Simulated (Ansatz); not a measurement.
## TaAgS3 (model cell, started as cubic perovskite with Ta in the octahedra): following an unstable mode

Which phase does TaAgS3 (model cell, started as cubic perovskite with Ta in the octahedra) fall into along its unstable mode, and how much energy does it gain?

Method: DFT PBE, scalar-relativistic, plane waves, PAW; PAW set soft_1, in Ansatz 0.2.0.

The structure was built from a prototype and need not be the compound's stable phase.

## Step 1: The structure

The structure is cubic, space group Pm-3m (No. 221). Conventional cell: a = 4.811 Å, b = 4.811 Å, c = 4.811 Å, α = 90.00°, β = 90.00°, γ = 90.00°. Nearest to Ag lie 12 S at 3.40 Å. Ta has 6 S at 2.41 Å nearest. Nearest to S lie 2 Ta at 2.41 Å. Farther neighbours and most contacts between anions are not listed.

As a file:

```cif
data_structure
_symmetry_space_group_name_H-M 'P 1'
_symmetry_Int_Tables_number 1
_cell_length_a 4.8115
_cell_length_b 4.8115
_cell_length_c 4.8115
_cell_angle_alpha 90.000
_cell_angle_beta 90.000
_cell_angle_gamma 90.000
_cell_volume 111.39
loop_
_atom_site_label
_atom_site_type_symbol
_atom_site_fract_x
_atom_site_fract_y
_atom_site_fract_z
_atom_site_occupancy
Ag1 Ag 0.00000 0.00000 0.00000 1
Ta2 Ta 0.50000 0.50000 0.50000 1
S3 S 0.50000 0.50000 0.00000 1
S4 S 0.50000 0.00000 0.50000 1
S5 S 0.00000 0.50000 0.50000 1
```

## Step 2: Response at finite wavevector

The cell comes from relaxations at this level that are not shown. Stability and thermal properties need the whole zone. Linear response on a 2×2×2 q mesh gives force constants as far as a supercell of that size would.

input.yaml reads:

```yaml
crystal:
  lattice:
    - [4.8114923399, 0.0, 0.0]
    - [0.0, 4.8114923399, 0.0]
    - [0.0, 0.0, 4.8114923399]
  atoms:
    - { symbol: Ag, position: [0.0, 0.0, 0.0] }
    - { symbol: Ta, position: [0.5, 0.5, 0.5] }
    - { symbol: S, position: [0.5, 0.5, 0.0] }
    - { symbol: S, position: [0.5, 0.0, 0.5] }
    - { symbol: S, position: [0.0, 0.5, 0.5] }
kpoints:
  mp_grid: { grid: [8, 8, 8] }
hamiltonian:
  xc: pbe
  pseudopotentials: { kind: paw, azcp: { folder: soft_1 } }
scf:
  occupations: { method: methfessel_paxton, width: 0.2 }
output:
  eigenvalues: true
phonons:
  method: dfpt
  qmesh: [2, 2, 2]
  temperatures: { t_max: 1000, t_step: 50 }
  qpath:
    path:
      - [[0.0, 0.0, 0.0], [0.0, 0.5, 0.0], [0.5, 0.5, 0.0], [0.0, 0.0, 0.0], [0.5, 0.5, 0.5], [0.0, 0.5, 0.0]]
      - [[0.5, 0.5, 0.5], [0.5, 0.5, 0.0]]
    npoints: 10
```

Started as:

```console
$ ansatz run input.yaml --threads 4 --pin off --max-ram 16384MiB --backend cpu --events-out ev --progress --plain --runs-dir out
```

Numbers of over 12 decimals in the logs are rounded to 6 here.

The program printed:

```text
Engine: ansatz 0.2.0, aarch64-unknown-linux-gnu
Pseudopotentials: kind: paw
Pseudopotential: Ag, paw, valence charge 19, recommended cutoff 420 eV (normal), soft_1/Ag.paw.azcp
Pseudopotential: Ta, paw, valence charge 13, recommended cutoff 420 eV (normal), soft_1/Ta.paw.azcp
Pseudopotential: S, paw, valence charge 6, recommended cutoff 420 eV (normal), soft_1/S.paw.azcp
Functional definition: PBE
  parameter kappa = 0.804
  parameter beta = 0.066725
  exchange = pbe_x(kappa = kappa, mu = beta*pi^2/3)
  correlation = pbe_c(beta = beta)
Crystal: 5 atoms, lattice volume = 111.388 Å³
Basis set: ecut = 420 eV, 2109 PW (Γ), exchange–correlation on 72×72×72 points (8 copies of the dense FFT grid, shifted against one another)
Bands: 30, of which v1, the nominal top of the filled ones, is band 25 counted from 1 (24 counted from 0)
Symmetry: 48 space group operations
k-points: 35 of 512
Non-local potential: Ag, projectors of the file, l = 0: 3, l = 1: 2, l = 2: 2, l = 3: 1
Non-local potential: Ta, projectors of the file, l = 0: 3, l = 1: 2, l = 2: 2, l = 3: 1
Non-local potential: S, projectors of the file, l = 0: 2, l = 1: 2, l = 2: 1
PAW form: soft (Blöchl's): semilocal exchange-correlation on the pseudo side does not see the compensation charge
PAW one-centre angular grid: Ag, 590 points (default); XC on 64 Gauss nodes
PAW one-centre angular grid: Ta, 590 points (default); XC on 64 Gauss nodes
PAW one-centre angular grid: S, 110 points (default); XC on 64 Gauss nodes
Initial density: superposition of atomic densities (chi_scale 0.1, normalization cell, long waves kept (reshape's long-wave potential 0.00 eV rms))
Initial wavefunctions: pseudopotential atomic-orbital guess
Functional: x = pbe(κ = 0.804, μ = 0.219515), c = pbe(β = 0.066725)
SCF iter   1: F=—  HF=-20231.701091 eV  |F-HF|=—  |Δ(HF+E_count)|=         —  Δρ=2.83e-2  dr2=1.30e0  ethr=3.10e-3  ⟨swp⟩=6.5  Hψ=4636  notcnv=0
preconditioner: auto → Kerker (q_TF=auto, 2.387 Å⁻¹)  [metal: Δε(μ)=0.075 eV  Ē_g=6.610 eV  σ=0.200 eV  W_gap=0.31  n_scr=26 (ndim 8)  ℏωp=20.5 eV  f_vac=0.000  D(μ)=3.04/eV (n_scr^D=18)]
SCF iter   2: F=—  HF=-20231.482997 eV  |F-HF|=—  |Δ(HF+E_count)|=   2.18e-1  S|Δr|=    0.00e0  Δρ=1.77e-2  dr2=6.37e-1  ethr=2.59e-3  ⟨swp⟩=1.3  Hψ=1342  notcnv=0
SCF iter   3: F=—  HF=-20231.299344 eV  |F-HF|=—  |Δ(HF+E_count)|=   1.84e-1  S|Δr|=    0.00e0  Δρ=6.11e-3  dr2=6.61e-2  ethr=1.27e-3  ⟨swp⟩=2.1  Hψ=1679  notcnv=0  defer=1
SCF iter   4: F=—  HF=-20231.282904 eV  |F-HF|=—  |Δ(HF+E_count)|=   1.64e-2  S|Δr|=    0.00e0  Δρ=2.34e-3  dr2=1.37e-2  ethr=1.32e-4  ⟨swp⟩=2.0  Hψ=2040  notcnv=0  defer=7
SCF iter   5: F=—  HF=-20231.280881 eV  |F-HF|=—  |Δ(HF+E_count)|=   2.02e-3  S|Δr|=    0.00e0  Δρ=6.45e-4  dr2=9.35e-4  ethr=2.75e-5  ⟨swp⟩=2.0  Hψ=1422  notcnv=0  defer=7
SCF iter   6: F=—  HF=-20231.281009 eV  |F-HF|=—  |Δ(HF+E_count)|=   1.28e-4  S|Δr|=    0.00e0  Δρ=1.45e-4  dr2=1.80e-5  ethr=1.87e-6  ⟨swp⟩=2.0  Hψ=1533  notcnv=0  defer=7
SCF iter   7: F=—  HF=-20231.281020 eV  |F-HF|=—  |Δ(HF+E_count)|=   1.03e-5  S|Δr|=    0.00e0  Δρ=2.64e-5  dr2=6.61e-7  ethr=3.61e-8  ⟨swp⟩=2.0  Hψ=1620  notcnv=0  defer=7
SCF iter   8: F=—  HF=-20231.281025 eV  |F-HF|=—  |Δ(HF+E_count)|=   5.08e-6  S|Δr|=    0.00e0  Δρ=6.83e-6  dr2=6.13e-8  ethr=1.32e-9  ⟨swp⟩=2.0  Hψ=1655  notcnv=0  defer=7
SCF iter   9: F=—  HF=-20231.281025 eV  |F-HF|=—  |Δ(HF+E_count)|=   7.92e-8  S|Δr|=    0.00e0  Δρ=1.73e-6  dr2=4.41e-9  ethr=1.23e-10  ⟨swp⟩=2.0  Hψ=1567  notcnv=0  defer=7
SCF iter  10: F=—  HF=-20231.281025 eV  |F-HF|=—  |Δ(HF+E_count)|=   6.06e-9  S|Δr|=    0.00e0  Δρ=5.05e-7  dr2=3.34e-10  ethr=8.82e-12  ⟨swp⟩=2.0  Hψ=1624  notcnv=0  defer=7
[...]
SCF iter  12: F=-20231.281025 eV  HF=-20231.281025 eV  |F-HF|=3.64e-12  |Δ(HF+E_count)|=  7.28e-12  S|Δr|=    0.00e0  Δρ=2.65e-8  dr2=6.63e-13  ethr=1.00e-12  ⟨swp⟩=8.8  Hψ=5362  notcnv=0
SCF 1 converged in 12 iterations: F = -20231.281025 eV  dr2 = 6.63e-13
  greatest PAW one-centre occupation: 1.001 electrons in one spin orbital (limit 2), on the Ag atom at site 0 (counted from 0), in its partial waves of l = 0
Initial density: read from a saved state, or passed on in memory by an earlier SCF of this step, an earlier step, the calling program or the single point that the run made first
iter 1 solved again at ethr=1.47e-6 eV; its pass at ethr=3.10e-3 eV (dr2=7.36e-4 eV) is discarded
SCF iter   1: F=—  HF=-20231.281018 eV  |F-HF|=—  |Δ(HF+E_count)|=         —  Δρ=1.50e-6  dr2=2.09e-9  ethr=1.47e-6  ⟨swp⟩=3.1  Hψ=7433  notcnv=0
eigensolver tolerance schedule: the retry pair's looser diagonalisation over-reported the residual by 352686.79 of it (diagonalisation noise at an unbounded share of the residual, at the tolerance the schedule requests for it); recorded, not acted on — ethr = c·dr2/N_el stays at c = 1.0e-1
preconditioner: auto → Kerker (q_TF=auto, 2.387 Å⁻¹)  [metal: Δε(μ)=0.116 eV  Ē_g=6.792 eV  σ=0.200 eV  W_gap=0.45  n_scr=26 (ndim 8)  ℏωp=20.5 eV  f_vac=0.007  D(μ)=1.49/eV (n_scr^D=6)]
SCF iter   2: F=—  HF=-20231.281025 eV  |F-HF|=—  |Δ(HF+E_count)|=   6.43e-6  S|Δr|=    0.00e0  Δρ=6.82e-7  dr2=3.71e-10  ethr=4.17e-12  ⟨swp⟩=5.1  Hψ=3450  notcnv=0
SCF iter   3: F=—  HF=-20231.281025 eV  |F-HF|=—  |Δ(HF+E_count)|=  6.91e-11  S|Δr|=    0.00e0  Δρ=4.52e-7  dr2=1.70e-10  ethr=1.00e-12  ⟨swp⟩=1.1  Hψ=1054  notcnv=0
SCF iter   4: F=—  HF=-20231.281025 eV  |F-HF|=—  |Δ(HF+E_count)|=  2.91e-11  S|Δr|=    0.00e0  Δρ=2.97e-7  dr2=7.80e-11  ethr=1.00e-12  ⟨swp⟩=1.0  Hψ=1050  notcnv=0
SCF iter   5: F=—  HF=-20231.281025 eV  |F-HF|=—  |Δ(HF+E_count)|=  3.64e-12  S|Δr|=    0.00e0  Δρ=2.01e-7  dr2=3.73e-11  ethr=1.00e-12  ⟨swp⟩=1.0  Hψ=1050  notcnv=0
SCF iter   6: F=—  HF=-20231.281025 eV  |F-HF|=—  |Δ(HF+E_count)|=    0.00e0  S|Δr|=    0.00e0  Δρ=1.62e-7  dr2=2.43e-11  ethr=1.00e-12  ⟨swp⟩=1.0  Hψ=1050  notcnv=0
SCF iter   7: F=—  HF=-20231.281025 eV  |F-HF|=—  |Δ(HF+E_count)|=  7.28e-12  S|Δr|=    0.00e0  Δρ=1.41e-7  dr2=1.85e-11  ethr=1.00e-12  ⟨swp⟩=1.0  Hψ=1050  notcnv=0
SCF iter   8: F=-20231.281025 eV  HF=-20231.281025 eV  |F-HF|=1.09e-11  |Δ(HF+E_count)|=    0.00e0  S|Δr|=    0.00e0  Δρ=7.75e-8  dr2=5.69e-12  ethr=1.00e-12  ⟨swp⟩=1.9  Hψ=2369  notcnv=0
SCF 2 converged in 8 iterations: F = -20231.281025 eV  dr2 = 5.69e-12
phonons: the bands overlap, so this run is a metal and interpolates without the dipole-dipole term. If the crystal is really an insulator or semiconductor, its LO-TO splitting is missing
NSCF: frozen V_eff on 35 k-points
WARN: eigensolver did not converge (k=31): 1 band(s) unlocked after 20 sweeps at ethr=1.30e-12 eV (storage-precision floor; scheduled 1.00e-12 eV) (lowest unlocked band 29, counted from 0; max residual 5.75e-4 eV among the unlocked bands, 5.75e-4 eV over every band; other slots of this pass that fall short are told together in one closing line; warning suppressed until the next SCF loop or pass starts)
WARN: eigensolver did not converge in 4 slots of this pass, the one above among them; of largest residual over every band (k=31): 1 band(s) unlocked (lowest unlocked band 29, counted from 0; max residual 5.75e-4 eV among the unlocked bands, 5.75e-4 eV over every band); of lowest unlocked band (k=31): band 29
NSCF: frozen V_eff on 125 k-points
DFPT response loops at q = (0, 0, 0) (fractional): preconditioner auto → Kerker (q_TF=auto, 2.387 Å⁻¹) (partly filled bands, converged f_vac=0.007); β = 1.00, the filter's whole step (`scf.mixing.beta` (0.50) is not read by the response loops under this deck's `scf.mixing.preconditioner`; to damp them name `kerker` or `kerker_dos`, under which they read `scf.mixing.beta`, and type it under 1.00, their step now; both keys bind the ground state too); Broyden in place of MSR1
NSCF: frozen V_eff on 250 k-points
DFPT response loops at q = (0, 0, -0.5) (fractional): mixed as the last ones told, above
NSCF: frozen V_eff on 250 k-points
DFPT response loops at q = (0, -0.5, -0.5) (fractional): mixed as the last ones told, above
NSCF: frozen V_eff on 250 k-points
DFPT response loops at q = (-0.5, -0.5, -0.5) (fractional): mixed as the last ones told, above
SCF converged after 12 iterations
Stability not checked: this state was not tested for a lower state beside it, because cold or Methfessel-Paxton smearing, or corrected tetrahedra, fill the levels in a way that the test cannot read (fill_not_monotonic; see scf.lower_state_search)
Free energy (F): -20231.281025 eV
Harris-Foulkes:  -20231.281025 eV  (|F-HF|=3.64e-12)
Internal energy: -20231.286938 eV  (E = F + TS)
E sigma→0 (E₀):  -20231.282503 eV
Entropy (-TS):   0.005914 eV (1.183 meV/atom)
Fermi energy:    8.179070 eV
Step filling:    the computed levels leave a gap of 0.1165 eV = 0.6 smearing widths at the electron count; against every level under it full and every level over it empty, smearing changes F+E_penalty+E_count by +4.186 meV and its σ→0 estimate by +2.708 meV
--- Per-component energies (eV) ---
  E_band       = -612.088164
  E_kinetic    = 1174.437612
  E_local      = -4496.748274  (includes V_loc(G=0)·N_el)
  E_nonlocal   = 127.335113
  E_hartree    = 1948.078180
  E_xc         = -742.281385
  E_vxc        = -676.468337  (∫ρ·V_xc dr)
  E_paw        = -14088.878197  (= ΣΔE_a)
  E_vpaw       = -636.801055  (= ΣTr[D̂ρ^β])
  E_aug_tail   = 0.000481  (compensation charges beyond the density's cutoff)
  E_ewald      = -4153.230469
  E_smearing   = 0.005914  (= −TS)
  E_closure    = -0.000000  (closes the sum)
  Σ components = -20231.281025   (vs F -20231.281025, Δ=0.00e0)
--- Band table (eV; the first three rows and the last of 35) ---
  k-point 0: bands = [... 21 lower, 6.8591, 7.3723, 7.3723, 7.3723, 7.6327, 7.6327, 7.6327, 8.3001, ... 1 higher]
  k-point 1: bands = [... 21 lower, 6.7163, 6.8643, 7.2226, 7.2226, 7.6306, 8.3502, 8.3502, 8.6396, ... 1 higher]
  k-point 2: bands = [... 21 lower, 5.9211, 6.8759, 7.2917, 7.2917, 7.6256, 9.3020, 9.3020, 9.3745, ... 1 higher]
  k-point 34: bands = [... 21 lower, 4.9807, 8.2131, 8.2131, 8.2131, 8.3033, 10.8668, 10.8668, 10.8668, ... 1 higher]
--- Phonons (Γ-DFPT): 4 representative perturbations + reference (Σ response iterations 12) ---
  ASR residual: 3.377e-5 → 0.000e0 eV/Å²; symmetrization residual: 7.386e-6 eV/Å²
  ASR residual per site (eV/Å²): 3.38e-5 9.88e-6 1.82e-5 1.82e-5 1.82e-5
  Γ frequencies (cm⁻¹): -127.20 -127.20 -127.20 -86.08 -86.08 -86.08 -35.23 -35.23 -35.23 0.00 0.00 0.00 338.74 338.74 338.74
--- Phonons (arbitrary-q DFPT): 4 irreducible q on the 2×2×2 mesh ---
  q = [0.0000, 0.0000, 0.0000] (star 1, of the zone-centre solve; hermiticity 1.36e-6, symmetrization 6.41e-12): -127.20 -127.20 -127.20 -86.08 -86.08 -86.08 -35.23 -35.23 -35.23 -0.00 -0.00 -0.00 338.74 338.74 338.74
  q = [0.0000, 0.0000, -0.5000] (star 3, 9 solved perturbations in 975 linear systems a pass and spin channel, the states on 125 of 512 k-point pairs; hermiticity 9.56e-7, symmetrization 2.34e-12): -97.43 -59.94 -59.94 -55.60 -55.60 -37.99 -36.02 -36.02 107.58 107.58 108.68 183.38 334.28 334.28 440.89
  q = [0.0000, -0.5000, -0.5000] (star 3, 9 solved perturbations in 975 linear systems a pass and spin channel, the states on 125 of 512 k-point pairs; hermiticity 1.09e-6, symmetrization 1.28e-13): -181.02 -55.68 -55.68 -48.78 -44.29 93.30 93.30 107.62 107.62 172.47 172.47 183.17 192.19 330.89 476.61
  q = [-0.5000, -0.5000, -0.5000] (star 1, 4 solved perturbations in 350 linear systems a pass and spin channel, the states on 125 of 512 k-point pairs; hermiticity 8.17e-7, symmetrization 5.75e-12): -173.60 -173.60 -173.60 -138.34 -138.34 -53.37 -53.37 -53.37 159.92 159.92 159.92 192.36 192.36 192.36 501.81
  sum rule: each row above includes the acoustic sum rule's correction from the zone centre's row sums; it moved no ω² by more than (0.39 cm⁻¹)²
  mesh force constants: q→R imaginary residual 3.25e-18; ASR residual 3.377e-5 → 0.000e0 eV/Å²; symmetrization residual 1.066e-14 eV/Å²
  interpolated dispersion: 62 rows × 15 modes
  density of states and harmonic sums: on the 14×14×14 q-mesh, interpolated from the force constants of a 2×2×2 supercell (no non-analytic term)
  largest difference from the sums on the solved wave vectors: F 3.15e-1 eV, S 4.22e-4 and C_V 1.08e-4 eV/K
  zero-point energy: 0.104825 eV/cell   skipped modes (ω ≤ 0): 759, of them read as no rigid motion or as one in doubt: 756 (6.137e0 modes/cell left out, lowest -181.02 cm⁻¹)   left out of the sums: 4.09e-1 of the cell's modes: C_V's classical limit lies that fraction below 3 k_B per atom; for a crystal, a wire or a layer, F and S can be off by more, and a phonons.interpolated_qmesh denser along its periods is the remedy for the sampling
```

Wall time 4.5 min (4 threads of Arm Neoverse V1, shared host); peak memory 1.3 GiB; 17 min of CPU time.

Numbers from this step:

```
volume per atom                                         : 22.28 Å³
gap on the k-mesh                                       : 0 eV
sum-rule residual before enforcement                    : 3.38e-5 eV/Å²
lowest frequency on the path                            : -181.0 cm⁻¹
point group                                             : m-3m
highest frequency on the path or at a solved wavevector : 501.8 cm⁻¹
highest optical mode at the zone centre (no LO-TO term) : 338.7 cm⁻¹
lowest optical zone-centre mode                         : -127.2 cm⁻¹
lowest mode on the q mesh (acoustic modes at Γ apart)   : -181.0 cm⁻¹
```

Frequencies (cm⁻¹) solved at each irreducible wavevector; negative means imaginary. Frequencies by wavevector, by row:

```csv
q in reciprocal lattice units,star,mode 1,mode 2,mode 3,mode 4,mode 13,mode 14,mode 15
0 0 0,1,-127.2,-127.2,-127.2,-86.1,338.7,338.7,338.7
0 0 -0.5,3,-97.4,-59.9,-59.9,-55.6,334.3,334.3,440.9
0 -0.5 -0.5,3,-181,-55.7,-55.7,-48.8,192.2,330.9,476.6
-0.5 -0.5 -0.5,1,-173.6,-173.6,-173.6,-138.3,192.4,192.4,501.8
```

Interpolated from a 2×2×2 q mesh. The phonon branches at the labelled points (cm⁻¹):

```csv
point,branch 1,branch 2,branch 3,branch 4,branch 12,branch 13,branch 14,branch 15
Γ,-127,-127,-127,-86,0,339,339,339
halfway,-113,-94,-94,-64,124,337,337,389
X,-97,-60,-60,-56,183,334,334,441
halfway,-147,-56,-52,-51,192,270,333,461
M,-181,-56,-56,-49,183,192,331,477
halfway,-135,-60,-58,-55,158,302,335,428
Γ,-127,-127,-127,-86,0,339,339,339
halfway,-135,-111,-111,-52,172,279,279,461
R,-174,-174,-174,-138,192,192,192,502
halfway,-148,-121,-112,-53,196,226,251,484
X,-97,-60,-60,-56,183,334,334,441
jump to R,-174,-174,-174,-138,192,192,192,502
halfway,-177,-127,-127,-53,185,192,204,496
M,-181,-56,-56,-49,183,192,331,477
```

Symmetry leaves 4 wavevectors to solve. The lowest mode among them, the acoustic zeros apart, lies at q = (0, -0.5, -0.5) and is imaginary, 181.0i cm⁻¹, so the energy falls along it.

## Step 3: The mode frozen in, largest atomic shift 0 Å

The mode followed lies at q = (-0.5, -0.5, -0.5) with frequency 173.6i cm⁻¹ and is 3-fold degenerate, one of the unstable modes though not the softest. At small amplitude the distorted cell has space group no. 167 by a symmetry search on the positions. The undistorted cell that holds it gives the zero of energy on the same k mesh.

System of this step: TaAgS3 (model cell, started as cubic perovskite with Ta in the octahedra). It takes space group Pm-3m (No. 221, cubic). Conventional cell: a = 4.811 Å, b = 4.811 Å, c = 4.811 Å, α = 90.00°, β = 90.00°, γ = 90.00°. Nearest to Ag lie 12 S at 3.40 Å. Nearest to Ta lie 6 S at 2.41 Å. Nearest to S lie 2 Ta at 2.41 Å. Farther neighbours and most contacts between anions are not listed.

input.yaml, the sections that differ from step 2:

```yaml
crystal:
  lattice:
    - [4.8114923399, 4.8114923399, 0.0]
    - [4.8114923399, 0.0, 4.8114923399]
    - [4.8114923399, 0.0, -4.8114923399]
  atoms:
    - { symbol: Ag, position: [0.0, 0.5, 0.5] }
    - { symbol: Ag, position: [0.0, 0.0, 0.0] }
    - { symbol: Ta, position: [0.5, 0.25, 0.75] }
    - { symbol: Ta, position: [0.5, 0.75, 0.25] }
    - { symbol: S, position: [0.5, 0.0, 1.0] }
    - { symbol: S, position: [0.5, 0.5, 0.5] }
    - { symbol: S, position: [0.0, 0.0, 0.5] }
    - { symbol: S, position: [0.0, 0.5, 1.0] }
    - { symbol: S, position: [0.5, 0.5, 1.0] }
    - { symbol: S, position: [0.5, 0.0, 0.5] }
output:
  forces: true
  stress: true
  eigenvalues: true
# kpoints, hamiltonian, scf: as in step 2
# phonons: removed
```

The program printed:

```text
[...]
Crystal: 10 atoms, lattice volume = 222.777 Å³
Basis set: ecut = 420 eV, 4285 PW (Γ), exchange–correlation on 96×96×96 points (8 copies of the dense FFT grid, shifted against one another)
Bands: 60, of which v1, the nominal top of the filled ones, is band 50 counted from 1 (49 counted from 0)
Symmetry: 96 space group operations
[...]
k-points: 29 of 512
[...]
k-point 0: bands = [... 46 lower, 7.3672, 7.6654, 7.6654, 7.6654, 8.1992, 8.1992, 8.1992, 8.2947, ... 6 higher]
  k-point 1: bands = [... 46 lower, 7.1918, 7.9765, 8.0607, 8.0607, 8.1147, 8.1147, 8.1323, 8.4319, ... 6 higher]
  k-point 2: bands = [... 46 lower, 7.0672, 7.8911, 7.8911, 7.9516, 8.2194, 8.6494, 8.6494, 8.7790, ... 6 higher]
  k-point 28: bands = [... 46 lower, 6.5069, 6.5069, 7.5373, 7.5373, 9.3922, 9.3922, 9.8800, 9.8800, ... 6 higher]
[key lines of the parts left out:]
SCF converged after 9 iterations
Free energy (F): -40462.559843 eV
Fermi energy:    8.127079 eV
P = ⅓ Tr σ = -0.0903 GPa (-0.903 kbar)
```

Run time: 6.3 s. Hardware: 4 threads; peak memory 0.78 GiB; 24 s of CPU time.

Numbers from this step:

| Quantity | Value |
| --- | --- |
| pressure | -0.09026 GPa |
| energy from the undistorted cell | 0 meV/atom |

The run ends at a pressure of -0.09 GPa.

(Part 1 of 3 ends here.)

[Logs are printed without paths, hosts, clocks, repeated set-up lines and the standing remarks that a program may print on its own settings, such as how far it seeks lower states.]

[Hosts, paths, dates, database ids (printed as entryN), source tags and the programs' standing remarks are cut or masked in the printed files.]
